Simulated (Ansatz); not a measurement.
# Phonons of SiO2 (Cristobalite, P4_12_12) against volume

Aim: how do the optical modes of SiO2 (Cristobalite, P4_12_12) move with volume?

Method: DFT LDA, scalar-relativistic, plane waves, PAW; PAW set soft_1, in Ansatz 0.2.0.

The database entry behind the starting cell lists a temperature of 340 K, so it need not match the best structure at ambient conditions.

## 1. The starting structure

Symmetry: P4_12_12, No. 92, tetragonal system. Conventional cell: a = 4.982 Å, b = 4.982 Å, c = 6.963 Å, α = 90.00°, β = 90.00°, γ = 90.00°. Nearest to O lie 2 Si at 1.60 to 1.61 Å. Si has 4 O at 1.60 to 1.61 Å nearest. Farther neighbours and most contacts between anions are not listed.

## 2. Relaxation

Harmonic phonons are second derivatives at a point where the forces vanish, and they are wanted at zero stress, so atoms and cell are relaxed first.

input.yaml

```yaml
crystal:
  lattice:
    - [4.982, 0.0, 0.0]
    - [0.0, 4.982, 0.0]
    - [0.0, 0.0, 6.963]
  atoms:
    - { symbol: O, position: [0.23989, 0.10347, 0.17813] }
    - { symbol: O, position: [0.39653, 0.73989, 0.42813] }
    - { symbol: O, position: [0.76011, 0.89653, 0.67813] }
    - { symbol: O, position: [0.60347, 0.26011, 0.92813] }
    - { symbol: O, position: [0.73989, 0.39653, 0.57187] }
    - { symbol: O, position: [0.89653, 0.76011, 0.32187] }
    - { symbol: O, position: [0.26011, 0.60347, 0.07187] }
    - { symbol: O, position: [0.10347, 0.23989, 0.82187] }
    - { symbol: Si, position: [0.29897, 0.29897, 0.0] }
    - { symbol: Si, position: [0.20103, 0.79897, 0.25] }
    - { symbol: Si, position: [0.70103, 0.70103, 0.5] }
    - { symbol: Si, position: [0.79897, 0.20103, 0.75] }
kpoints:
  mp_grid: { grid: [4, 4, 4] }
hamiltonian:
  xc: lda
  pseudopotentials: { kind: paw, azcp: { folder: soft_1 }, xc_functional: pbe }
scf:
  occupations: { method: gaussian, width: 0.02 }
output:
  forces: true
  stress: true
  eigenvalues: true
relax:
  adjacent_minimum: "off"
  f_tol: 0.005
  max_steps: 80
  cell: { stress_tol: 0.05 }
```

Started as:

```console
$ ansatz run input.yaml --threads 8 --pin off --max-ram 20480MiB --backend cpu --events-out ev --progress --plain --runs-dir out
```

Numbers of over 12 decimals in the logs are rounded to 6 here.

Output:

```text
Engine: ansatz 0.2.0, aarch64-unknown-linux-gnu
Pseudopotentials: kind: paw
Pseudopotential: O, paw, valence charge 6, recommended cutoff 420 eV (normal), soft_1/O.paw.azcp
Pseudopotential: Si, paw, valence charge 4, recommended cutoff 420 eV (normal), soft_1/Si.paw.azcp
Functional definition: SPW92
  exchange = slater_x
  correlation = pw_c
Crystal: 12 atoms, lattice volume = 172.824 Å³
Basis set: ecut = 420 eV, 3387 PW (Γ)
Bands: 44, of which v1, the nominal top of the filled ones, is band 32 counted from 1 (31 counted from 0)
Symmetry: 8 space group operations
Space group: P41212 (ITA 92), of the structure as read, at distance tolerance 5.6e-5 Å
k-points: 18 of 64
Non-local potential: O, projectors of the file, l = 0: 2, l = 1: 2, l = 2: 1
Non-local potential: Si, projectors of the file, l = 0: 2, l = 1: 2, l = 2: 1
PAW form: soft (Blöchl's): semilocal exchange-correlation on the pseudo side does not see the compensation charge
PAW frozen core: O, regenerated for the run's functional, and the local potential with it (the file was generated under x = pbe(κ = 0.804, μ = 0.219515), c = pbe(β = 0.066725))
PAW frozen core: Si, regenerated for the run's functional, and the local potential with it (the file was generated under x = pbe(κ = 0.804, μ = 0.219515), c = pbe(β = 0.066725))
PAW one-centre angular grid: O, 110 points (default); XC on 64 Gauss nodes
PAW one-centre angular grid: Si, 110 points (default); XC on 64 Gauss nodes
Initial density: superposition of atomic densities (chi_scale 0.1, normalization cell, long waves kept (reshape's long-wave potential 0.00 eV rms))
Initial wavefunctions: pseudopotential atomic-orbital guess
Functional: x = slater, c = lda
SCF iter   1: F=—  HF=-6897.475862 eV  |F-HF|=—  |Δ(HF+E_count)|=         —  Δρ=1.20e-1  dr2=2.22e1  ethr=3.10e-3  ⟨swp⟩=7.2  Hψ=3830  notcnv=0  defer=13
preconditioner: auto → Resta (q_TF=auto, 2.312 Å⁻¹)  ε∞=2.6  [insulator: Δε(μ)=7.232 eV  Ē_g=17.898 eV  σ=0.020 eV  W_gap=1.00  n_scr=36 (ndim 8)  ℏωp=22.6 eV  f_vac=0.116  D(μ)=0.00/eV (n_scr^D=0)  ε∞_Penn≈2.6]
SCF iter   2: F=—  HF=-6891.131233 eV  |F-HF|=—  |Δ(HF+E_count)|=    6.34e0  Δρ=4.13e-2  dr2=1.21e0  ethr=3.10e-3  ⟨swp⟩=4.9  Hψ=2189  notcnv=0  defer=106
SCF iter   3: F=—  HF=-6890.862450 eV  |F-HF|=—  |Δ(HF+E_count)|=   2.69e-1  Δρ=1.91e-2  dr2=3.69e-1  ethr=1.90e-3  ⟨swp⟩=2.0  Hψ=794  notcnv=0  defer=106
SCF iter   4: F=—  HF=-6890.779307 eV  |F-HF|=—  |Δ(HF+E_count)|=   8.31e-2  Δρ=1.52e-3  dr2=3.51e-3  ethr=5.77e-4  ⟨swp⟩=3.9  Hψ=1443  notcnv=0  defer=106
SCF iter   5: F=—  HF=-6890.781465 eV  |F-HF|=—  |Δ(HF+E_count)|=   2.16e-3  Δρ=4.39e-4  dr2=1.79e-4  ethr=5.48e-6  ⟨swp⟩=2.4  Hψ=1360  notcnv=0  defer=101
SCF iter   6: F=—  HF=-6890.781501 eV  |F-HF|=—  |Δ(HF+E_count)|=   3.60e-5  Δρ=7.49e-5  dr2=7.95e-6  ethr=2.79e-7  ⟨swp⟩=2.2  Hψ=1133  notcnv=0  defer=101
SCF iter   7: F=—  HF=-6890.781510 eV  |F-HF|=—  |Δ(HF+E_count)|=   9.04e-6  Δρ=1.04e-5  dr2=1.34e-7  ethr=1.24e-8  ⟨swp⟩=2.3  Hψ=1246  notcnv=0  defer=101
SCF iter   8: F=-6890.781510 eV  HF=-6890.781510 eV  |F-HF|=8.37e-11  |Δ(HF+E_count)|=   1.94e-7  Δρ=2.88e-6  dr2=8.24e-9  ethr=1.56e-10  ⟨swp⟩=15.1  Hψ=4742  notcnv=0
SCF 1 converged in 8 iterations: F = -6890.781510 eV  dr2 = 8.24e-9
  greatest PAW one-centre occupation: 0.855 electrons in one spin orbital (limit 2), on the O atom at site 6 (counted from 0), in its partial waves of l = 0
relax step   1: F+E_penalty+E_count = -6890.78150983 eV  Δ(F+E_penalty+E_count) = +0.000e0 eV  max|allowed force component| = 1.075e-1 eV/Å  Δτ_max = 0.0000 Å  P = +0.156 GPa  Ω = 172.824 Å³  (8 SCF iters, dr2 threshold 1.00e-7 eV, accepted)
Crystal: 12 atoms, lattice volume = 172.725 Å³
Initial density: handed on by an earlier stage of this run
Initial wavefunctions: those handed on with the density
iter 1 solved again at ethr=1.98e-7 eV; its pass at ethr=3.10e-3 eV (dr2=1.27e-4 eV) is discarded
SCF iter   1: F=—  HF=-6890.783156 eV  |F-HF|=—  |Δ(HF+E_count)|=         —  Δρ=3.37e-4  dr2=1.50e-4  ethr=1.98e-7  ⟨swp⟩=3.7  Hψ=3570  notcnv=0
preconditioner: auto → Resta (q_TF=auto, 2.312 Å⁻¹)  ε∞=2.9  [insulator: Δε(μ)=5.518 eV  Ē_g=16.479 eV  σ=0.020 eV  W_gap=1.00  n_scr=36 (ndim 8)  ℏωp=22.6 eV  f_vac=0.220  D(μ)=0.00/eV (n_scr^D=0)  ε∞_Penn≈2.9]
SCF iter   2: F=—  HF=-6890.783102 eV  |F-HF|=—  |Δ(HF+E_count)|=   5.33e-5  Δρ=1.53e-4  dr2=3.08e-5  ethr=1.98e-7  ⟨swp⟩=2.1  Hψ=1244  notcnv=0
SCF iter   3: F=-6890.783091 eV  HF=-6890.783091 eV  |F-HF|=1.17e-9  |Δ(HF+E_count)|=   1.19e-5  Δρ=1.80e-5  dr2=3.36e-7  ethr=1.13e-9  ⟨swp⟩=7.7  Hψ=5041  notcnv=0
SCF 2 converged in 3 iterations: F = -6890.783091 eV  dr2 = 3.36e-7
  greatest PAW one-centre occupation: 0.855 electrons in one spin orbital (limit 2), on the O atom at site 5 (counted from 0), in its partial waves of l = 0
relax step   2: F+E_penalty+E_count = -6890.78309058 eV  Δ(F+E_penalty+E_count) = -1.581e-3 eV  max|allowed force component| = 7.461e-2 eV/Å  Δτ_max = 0.0021 Å  P = +0.097 GPa  Ω = 172.725 Å³  energy of the carried Pulay correction = +2.915e-4 eV  (3 SCF iters, dr2 threshold 7.22e-7 eV, accepted)
Crystal: 12 atoms, lattice volume = 172.008 Å³
Basis set: ecut = 420 eV, 3363 PW (Γ)
iter 1 solved again at ethr=4.37e-6 eV; its pass at ethr=3.10e-3 eV (dr2=2.80e-3 eV) is discarded
SCF iter   1: F=—  HF=-6890.788700 eV  |F-HF|=—  |Δ(HF+E_count)|=         —  Δρ=1.61e-3  dr2=3.07e-3  ethr=4.37e-6  ⟨swp⟩=3.9  Hψ=3960  notcnv=0
preconditioner: auto → Resta (q_TF=auto, 2.314 Å⁻¹)  ε∞=2.9  [insulator: Δε(μ)=5.517 eV  Ē_g=16.481 eV  σ=0.020 eV  W_gap=1.00  n_scr=36 (ndim 8)  ℏωp=22.7 eV  f_vac=0.217  D(μ)=0.00/eV (n_scr^D=0)  ε∞_Penn≈2.9]
SCF iter   2: F=—  HF=-6890.787764 eV  |F-HF|=—  |Δ(HF+E_count)|=   9.36e-4  Δρ=7.91e-4  dr2=6.72e-4  ethr=4.37e-6  ⟨swp⟩=2.1  Hψ=1230  notcnv=0
SCF iter   3: F=—  HF=-6890.787564 eV  |F-HF|=—  |Δ(HF+E_count)|=   2.00e-4  Δρ=1.74e-4  dr2=3.58e-5  ethr=1.05e-6  ⟨swp⟩=2.6  Hψ=1239  notcnv=0
SCF iter   4: F=—  HF=-6890.787561 eV  |F-HF|=—  |Δ(HF+E_count)|=   3.39e-6  Δρ=5.09e-5  dr2=2.82e-6  ethr=5.59e-8  ⟨swp⟩=2.0  Hψ=1224  notcnv=0
SCF iter   5: F=-6890.787561 eV  HF=-6890.787561 eV  |F-HF|=1.11e-7  |Δ(HF+E_count)|=   4.98e-7  Δρ=8.03e-6  dr2=1.33e-7  ethr=5.44e-10  ⟨swp⟩=8.6  Hψ=4308  notcnv=0
SCF 3 converged in 5 iterations: F = -6890.787561 eV  dr2 = 1.33e-7
  greatest PAW one-centre occupation: 0.855 electrons in one spin orbital (limit 2), on the O atom at site 7 (counted from 0), in its partial waves of l = 0
relax step   3: F+E_penalty+E_count = -6890.78756135 eV  Δ(F+E_penalty+E_count) = -4.471e-3 eV  max|allowed force component| = 3.392e-2 eV/Å  Δτ_max = 0.0109 Å  P = -0.026 GPa  Ω = 172.008 Å³  energy of the carried Pulay correction = +2.418e-3 eV  (5 SCF iters, dr2 threshold 3.48e-7 eV, accepted)
[...]
relax step   4: F+E_penalty+E_count = -6890.79534824 eV  Δ(F+E_penalty+E_count) = -7.787e-3 eV  max|allowed force component| = 5.613e-3 eV/Å  Δτ_max = 0.0249 Å  P = -0.008 GPa  Ω = 170.096 Å³  energy of the carried Pulay correction = +8.129e-3 eV  (6 SCF iters, dr2 threshold 7.19e-8 eV, accepted)
[...]
relax step   5: F+E_penalty+E_count = -6890.79738793 eV  Δ(F+E_penalty+E_count) = -2.040e-3 eV  max|allowed force component| = 8.540e-4 eV/Å  Δτ_max = 0.0081 Å  P = -0.005 GPa  Ω = 169.481 Å³  energy of the carried Pulay correction = +9.980e-3 eV  (6 SCF iters, dr2 threshold 1.97e-9 eV, accepted)
[...]
relax step   6: F+E_penalty+E_count = -6890.78861757 eV  Δ(F+E_penalty+E_count) = +8.770e-3 eV  max|allowed force component| = 8.612e-4 eV/Å  Δτ_max = 0.0000 Å  P = -0.094 GPa  Ω = 169.481 Å³  stress off target by 1.16e-1 GPa  SCF on the basis re-selected at this cell (its energy is not comparable with the rows above)  (5 SCF iters)
[...]
relax step   7: F+E_penalty+E_count = -6890.79337208 eV  Δ(F+E_penalty+E_count) = -4.755e-3 eV  max|allowed force component| = 9.893e-3 eV/Å  Δτ_max = 0.0156 Å  P = +0.170 GPa  Ω = 167.991 Å³  energy of the carried Pulay correction = +4.395e-3 eV  (6 SCF iters, dr2 threshold 3.37e-8 eV, accepted)
[...]
relax step   8: F+E_penalty+E_count = -6890.79310760 eV  Δ(F+E_penalty+E_count) = +2.645e-4 eV  max|allowed force component| = 1.896e-4 eV/Å  Δτ_max = 0.0012 Å  P = -0.000 GPa  Ω = 168.120 Å³  energy of the carried Pulay correction = +4.021e-3 eV  (5 SCF iters, dr2 threshold 7.66e-8 eV, accepted)
iter 1 solved again at ethr=3.46e-7 eV; its pass at ethr=3.10e-3 eV (dr2=2.21e-4 eV) is discarded
SCF iter   1: F=—  HF=-6890.789212 eV  |F-HF|=—  |Δ(HF+E_count)|=         —  Δρ=6.36e-5  dr2=9.50e-7  ethr=3.46e-7  ⟨swp⟩=4.2  Hψ=6759  notcnv=0
preconditioner: auto → Resta (q_TF=auto, 2.323 Å⁻¹)  ε∞=2.9  [insulator: Δε(μ)=5.551 eV  Ē_g=16.510 eV  σ=0.020 eV  W_gap=1.00  n_scr=36 (ndim 8)  ℏωp=22.9 eV  f_vac=0.201  D(μ)=0.00/eV (n_scr^D=0)  ε∞_Penn≈2.9]
SCF iter   2: F=—  HF=-6890.789211 eV  |F-HF|=—  |Δ(HF+E_count)|=   8.16e-7  Δρ=2.92e-5  dr2=2.28e-7  ethr=1.48e-9  ⟨swp⟩=2.3  Hψ=1387  notcnv=0
SCF iter   3: F=—  HF=-6890.789211 eV  |F-HF|=—  |Δ(HF+E_count)|=   4.58e-8  Δρ=1.01e-5  dr2=2.37e-8  ethr=3.57e-10  ⟨swp⟩=2.4  Hψ=1239  notcnv=0
SCF iter   4: F=-6890.789211 eV  HF=-6890.789211 eV  |F-HF|=1.64e-11  |Δ(HF+E_count)|=   3.85e-9  Δρ=3.28e-7  dr2=9.61e-11  ethr=1.00e-12  ⟨swp⟩=5.3  Hψ=3980  notcnv=0
SCF 9 converged in 4 iterations: F = -6890.789211 eV  dr2 = 9.61e-11
  greatest PAW one-centre occupation: 0.856 electrons in one spin orbital (limit 2), on the O atom at site 1 (counted from 0), in its partial waves of l = 0
relax step   9: F+E_penalty+E_count = -6890.78921139 eV  Δ(F+E_penalty+E_count) = +3.896e-3 eV  max|allowed force component| = 1.991e-4 eV/Å  Δτ_max = 0.0000 Å  P = -0.021 GPa  Ω = 168.120 Å³  stress off target by 2.66e-2 GPa  SCF on the basis re-selected at this cell (its energy is not comparable with the rows above)  (4 SCF iters)
basis re-selected at this cell: Δ(F+E_penalty+E_count) = +3.896e-3 eV, ΔP = -0.021 GPa vs the last step (what re-selecting the basis moved, of the pressure what is left beyond the Pulay correction that the steps carried, after the strain that the cell walked since its last selection, with what the two solves' SCF thresholds leave and, on support functions, any second-order correction that the steps lacked; it is no m [...]
SCF converged after 4 iterations
Free energy (F): -6890.789211 eV
Harris-Foulkes:  -6890.789211 eV  (|F-HF|=1.64e-11)
Internal energy: -6890.789211 eV  (E = F + TS)
E sigma→0 (E₀):  -6890.789211 eV
Fermi energy:    3.991092 eV
--- Per-component energies (eV) ---
  E_band       = -362.291161
  E_kinetic    = 1548.130567
  E_local      = -4394.502873  (includes V_loc(G=0)·N_el)
  E_nonlocal   = 529.536736
  E_hartree    = 1626.410875
  E_xc         = -790.472155
  E_vxc        = -920.919085  (∫ρ·V_xc dr)
  E_paw        = -3165.134309  (= ΣΔE_a)
  E_vpaw       = -377.365543  (= ΣTr[D̂ρ^β])
  E_aug_tail   = 0.006859  (compensation charges beyond the density's cutoff)
  E_ewald      = -2245.877606
  E_core_change = 1.112695  (= ΣΔE_core)
  E_smearing   = -0.000000  (= −TS)
  E_closure    = -0.000000  (closes the sum)
  Σ components = -6890.789211   (vs F -6890.789211, Δ=0.00e0)
--- Forces (eV/Å), atoms counted from 1 ---
  atom   1  O      0.00016474     0.00017841    -0.00004008
  atom   2  O     -0.00017841     0.00016474    -0.00004008
  atom   3  O     -0.00016474    -0.00017841    -0.00004008
  atom   4  O      0.00017841    -0.00016474    -0.00004008
  atom   5  O      0.00016474    -0.00017841     0.00004008
  atom   6  O     -0.00017841    -0.00016474     0.00004008
  atom   7  O     -0.00016474     0.00017841     0.00004008
  atom   8  O      0.00017841     0.00016474     0.00004008
  atom   9  Si    -0.00019911    -0.00019911    -0.00000000
  atom  10  Si     0.00019911    -0.00019911     0.00000000
  atom  11  Si     0.00019911     0.00019911    -0.00000000
  atom  12  Si    -0.00019911     0.00019911     0.00000000
  max |Σ_I F_I| component: 2.39e-17 eV/Å
--- Stress (GPa, compression-positive) ---
       -0.018116       0.000000       0.000000
        0.000000      -0.018116       0.000000
        0.000000      -0.000000      -0.026583
  P = ⅓ Tr σ = -0.0209 GPa (-0.209 kbar)
--- Band table (eV; the first three rows and the last of 18) ---
  k-point 0: bands = [... 28 lower, 0.5261, 0.8955, 0.8955, 1.2155, 6.7667, 9.8420, 9.8420, 10.3710, ... 8 higher]
  k-point 1: bands = [... 28 lower, 0.5674, 0.6843, 0.8742, 1.1004, 7.1262, 9.1525, 10.0473, 10.4416, ... 8 higher]
  k-point 2: bands = [... 28 lower, 0.6594, 0.6594, 0.8225, 0.8225, 8.0415, 8.0415, 10.4127, 10.4127, ... 8 higher]
  k-point 17: bands = [... 28 lower, 0.6106, 0.6106, 0.6106, 0.6106, 10.2609, 10.2609, 10.2609, 10.2609, ... 8 higher]
--- Relaxed structure (7 steps of the walk, 7 accepted, 2 SCFs on fresh bases) ---
  F+E_penalty+E_count = -6890.78921139 eV   max|allowed force component| = 1.991e-4 eV/Å   (the final SCF, on the basis selected at the relaxed cell)
  cell:  # Å, volume = 168.1199 Å³
    - [4.945562, 0, 2.7855973244441714e-18]
    - [0, 4.945562, 0]
    - [3.893238492594292e-18, 0, 6.873658]
  atoms:
    - { symbol: O, position: [0.237331, 0.113197, 0.183266] }
    - { symbol: O, position: [0.386803, 0.737331, 0.433266] }
    - { symbol: O, position: [0.762669, 0.886803, 0.683266] }
    - { symbol: O, position: [0.613197, 0.262669, 0.933266] }
    - { symbol: O, position: [0.737331, 0.386803, 0.566734] }
    - { symbol: O, position: [0.886803, 0.762669, 0.316734] }
    - { symbol: O, position: [0.262669, 0.613197, 0.066734] }
    - { symbol: O, position: [0.113197, 0.237331, 0.816734] }
    - { symbol: Si, position: [0.304289, 0.304289, -1.7634021753099106e-19] }
    - { symbol: Si, position: [0.195711, 0.804289, 0.250000] }
    - { symbol: Si, position: [0.695711, 0.695711, 0.500000] }
    - { symbol: Si, position: [0.804289, 0.195711, 0.75] }
```

Wall time 29 s (8 threads of Arm Neoverse N1, shared host); peak memory 0.62 GiB; 3.5 min of CPU time.

Step by step:

```
step  energy less that of the first step (eV)  largest force component (eV/Å)  pressure (GPa)  volume (Å³)
   1                                   0.0000                          0.1075            0.16       172.82
   2                                  -0.0016                          0.0746            0.10       172.73
   3                                  -0.0061                          0.0339           -0.03       172.01
   4                                  -0.0138                          0.0056           -0.01       170.10
   5                                  -0.0159                          0.0009           -0.01       169.48
  6*                                  -0.0071                          0.0009           -0.09       169.48
   7                                  -0.0119                          0.0099            0.17       167.99
   8                                  -0.0116                          0.0002            0.00       168.12
  9*                                  -0.0077                          0.0002           -0.02       168.12
```

Relaxation steps marked * repeat the geometry before them on a plane-wave basis chosen anew for their cell, so energy and pressure can jump there.

Forces are held to the 8 operations that the run works with; a distortion that breaks them can't arise in this run.

```
conventional cell, symmetrised  before  after  change
                         a (Å)   4.982  4.946  -0.7 %
                         b (Å)   4.982  4.946  -0.7 %
                         c (Å)   6.963  6.874  -1.3 %
              volume (Å³/atom)   14.40  14.01  -2.7 %
```

The atoms that moved most (Å, as changes of fractional coordinates times the final cell):

```
atom      dx      dy      dz  length
  O6  -0.048   0.013  -0.035   0.061
  O2  -0.048  -0.013   0.035   0.061
  O3   0.013  -0.048   0.035   0.061
  O1  -0.013   0.048   0.035   0.061
  O7   0.013   0.048  -0.035   0.061
  O5  -0.013  -0.048  -0.035   0.061
  O8   0.048  -0.013  -0.035   0.061
  O4   0.048   0.013   0.035   0.061
```

A gap read on the k-mesh alone can miss the band edges.

Numbers from this step:

```yaml
pressure: -0.02094 GPa
gap_on_the_k_mesh: 5.551 eV
volume_per_atom: 14.01 Å³
```

In this step the volume went from 14.40 to 14.01 Å³/atom.

## 3. Tight relaxation

Phonons need small forces and stress, so the relaxation is finished with tight tolerances on 4×4×4 k points.

input.yaml

```yaml
crystal:
  lattice:
    - [4.9455620767, 0.0, 0.0]
    - [0.0, 4.9455620767, 0.0]
    - [0.0, 0.0, 6.873658089]
  atoms:
    - { symbol: O, position: [0.2373305591, 0.1131967715, 0.1832661837] }
    - { symbol: O, position: [0.3868032285, 0.7373305591, 0.4332661837] }
    - { symbol: O, position: [0.7626694409, 0.8868032285, 0.6832661837] }
    - { symbol: O, position: [0.6131967715, 0.2626694409, 0.9332661837] }
    - { symbol: O, position: [0.7373305591, 0.3868032285, 0.5667338163] }
    - { symbol: O, position: [0.8868032285, 0.7626694409, 0.3167338163] }
    - { symbol: O, position: [0.2626694409, 0.6131967715, 0.0667338163] }
    - { symbol: O, position: [0.1131967715, 0.2373305591, 0.8167338163] }
    - { symbol: Si, position: [0.3042886116, 0.3042886116, 0.0] }
    - { symbol: Si, position: [0.1957113884, 0.8042886116, 0.25] }
    - { symbol: Si, position: [0.6957113884, 0.6957113884, 0.5] }
    - { symbol: Si, position: [0.8042886116, 0.1957113884, 0.75] }
kpoints:
  mp_grid: { grid: [4, 4, 4] }
hamiltonian:
  xc: lda
  pseudopotentials: { kind: paw, azcp: { folder: soft_1 }, xc_functional: pbe }
scf:
  occupations: { method: fixed }
output:
  forces: true
  stress: true
  eigenvalues: true
relax:
  adjacent_minimum: "off"
  f_tol: 0.001
  max_steps: 60
  cell: { stress_tol: 0.01 }
```

Output:

```text
[...]
Crystal: 12 atoms, lattice volume = 168.120 Å³
Basis set: ecut = 420 eV, 3291 PW (Γ)
Bands: 44, of which v1, the nominal top of the filled ones, is band 32 counted from 1 (31 counted from 0)
Symmetry: 8 space group operations
[...]
k-points: 18 of 64
[...]
- { symbol: O, position: [0.737224, 0.386289, 0.566474] }
    - { symbol: O, position: [0.886289, 0.762776, 0.316474] }
    - { symbol: O, position: [0.262776, 0.613711, 0.066474] }
    - { symbol: O, position: [0.113711, 0.237224, 0.816474] }
    - { symbol: Si, position: [0.304551, 0.304551, 0] }
    - { symbol: Si, position: [0.195449, 0.804551, 0.250000] }
    - { symbol: Si, position: [0.695449, 0.695449, 0.500000] }
    - { symbol: Si, position: [0.804551, 0.195449, 0.750000] }
[key lines of the parts left out:]
SCF converged after 5 iterations
Free energy (F): -6890.789005 eV
Fermi energy:    1.228993 eV
P = ⅓ Tr σ = -0.0023 GPa (-0.023 kbar)
```

Elapsed: 23 s, on 8 threads; peak memory 0.61 GiB.

Little changed from the start: no atom moved by 0.005 Å and no cell edge by 0.1 %.

Numbers from this step:

```yaml
pressure: -0.002348 GPa
gap_on_the_k_mesh: 5.554 eV
volume_per_atom: 13.99 Å³
```

The largest force component left is 0.11 meV/Å and the pressure is -0.002 GPa, within the tolerances set. The cell now holds 13.99 Å³/atom.

(Part 1 of 4 ends here.)

[Logs are printed without paths, hosts, clocks, repeated set-up lines and the standing remarks that a program may print on its own settings, such as how far it seeks lower states.]

[Hosts, paths, dates, database ids (printed as entryN), source tags and the programs' standing remarks are cut or masked in the printed files.]
